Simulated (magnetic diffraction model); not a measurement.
**Magnetic neutron pattern of TmAl₃B₄S₁₂**

Space group R32 (no. 155), a = 11.5640 Å, c = 8.7930 Å.

```csv
site,atom,x,y,z
3a,Tm,0,0,0
9e,S,0.4053,0.4053,1/2
18f,S,0.1516,0.4539,0.4679
9e,S,0.1498,0.1498,1/2
9d,Al,0.1169,0.7836,1/3
9e,B,0.5567,0.5567,1/2
3b,B,0,0,1/2
```

The compound is invented for this exercise: a known structure type with other elements, its cell scaled to their sizes and not relaxed.

Only Tm is taken to order (form factors of Tm3+); orders and moment sizes are assumed, and not adapted to the symmetry. Radiation: neutrons of λ = 2.0775 Å (absorption by B left out), 3° to 50°; isotropic B of 0.24 Å² (Tm), 0.4 Å² (S), 0.3 Å² (Al) and 0.47 Å² (B). The intensities are simulated: I ∝ L Σ (|F_N|² + |F_M⊥|²) for unpolarised neutrons, with F_M = 2.695 fm/μB × Σ f(s) S exp(2πi Q·r) exp(−B s²) at Q = H ± k (one set where k and −k are equivalent), only the part normal to Q counting and L = 1/(sin²θ cos θ). For collinear order S is the moment m, which repeats by lattice and centring translations R with the sign exp(−2πi k·R). Form factors are spin-only for 3d ions and dipole or tabulated for f ions, scattering lengths are Sears's of 1992, and absorption is left out. A label names one of the reflections at its angle. The strongest nuclear line in the range is 100, and lines under 0.2 are left out.

Assume the order k = (1/2 1/2 0), collinear moments along [100], 5.4 μB on Tm.

Q: Where does magnetic intensity appear, and how strong is it?

| 2θ (°) | index | nuclear | magnetic |
| --- | --- | --- | --- |
| 10.31 | (1/2 1/2 0) | 0.0 | 36.4 |
| 14.82 | (1/2 -1/2 1) | 0.0 | 20.4 |
| 17.90 | (3/2 -3/2 0) | 0.0 | 4.0 |
| 18.09 | (1 0 1) | 0.3 | 0.0 |
| 20.70 | (1 1 0) | 0.8 | 0.0 |
| 20.86 | (-1/2 3/2 1) | 0.0 | 16.0 |
| 25.56 | (3/2 1/2 1) | 0.0 | 12.1 |
| 27.50 | (5/2 -1/2 0) | 0.0 | 7.0 |
| 27.62 | (0 2 1) | 3.5 | 0.0 |
| 28.00 | (-1/2 1/2 2) | 0.0 | 6.1 |
| 29.55 | (5/2 -3/2 1) | 0.0 | 5.3 |
| 29.91 | (0 1 2) | 0.3 | 0.0 |
| 31.27 | (3/2 3/2 0) | 0.0 | 3.7 |
| 31.71 | (3/2 -1/2 2) | 0.0 | 8.4 |
| 33.11 | (-5/2 5/2 1) | 0.0 | 1.7 |
| 34.77 | (2 1 1) | 21.7 | 0.0 |
| 35.07 | (1/2 3/2 2) | 0.0 | 7.0 |
| 36.26 | (3 0 0) | 4.9 | 0.0 |
| 36.36 | (1/2 5/2 1) | 0.0 | 5.3 |
| 36.65 | (2 0 2) | 100.0 | 0.0 |
| 37.80 | (7/2 -5/2 0) | 0.0 | 1.9 |
| 38.17 | (-3/2 5/2 2) | 0.0 | 4.4 |
| 39.37 | (-3/2 7/2 1) | 0.0 | 3.0 |
| 41.07 | (5/2 -5/2 2) | 0.0 | 1.6 |
| 41.51 | (0 0 3) | 18.8 | 0.0 |
| 42.12 | (2 2 0) | 16.4 | 0.0 |
| 42.20 | (7/2 -1/2 1) | 0.0 | 3.2 |
| 42.46 | (1 2 2) | 22.7 | 0.0 |
| 42.89 | (1/2 1/2 3) | 0.0 | 5.0 |
| 43.81 | (5/2 1/2 2) | 0.0 | 3.9 |
| 44.89 | (5/2 3/2 1) | 0.0 | 4.2 |
| 45.54 | (3/2 -3/2 3) | 0.0 | 3.9 |
| 46.10 | (7/2 1/2 0) | 0.0 | 2.9 |
| 46.18 | (1 3 1) | 15.3 | 0.0 |
| 46.42 | (7/2 -3/2 2) | 0.0 | 2.7 |
| 46.82 | (1 1 3) | 8.9 | 0.0 |
| 48.62 | (9/2 -3/2 0) | 0.0 | 1.8 |
| 48.92 | (-1/2 7/2 2) | 0.0 | 2.7 |
| 49.91 | (9/2 -5/2 1) | 0.0 | 1.4 |

The strongest magnetic line in the range is (1/2 1/2 0) at 10.31° (36.4). On top of the Lorentz factor, which all lines share, magnetic lines fade with angle because f falls: for Tm3+ it is 0.97, 0.87, 0.75 and 0.49 at sin θ/λ = 0.1, 0.2, 0.3 and 0.5 Å⁻¹, while nuclear lengths stay constant. The order has no net moment.

[Logs are printed without paths, hosts, clocks, repeated set-up lines and the standing remarks that a program may print on its own settings, such as how far it seeks lower states.]
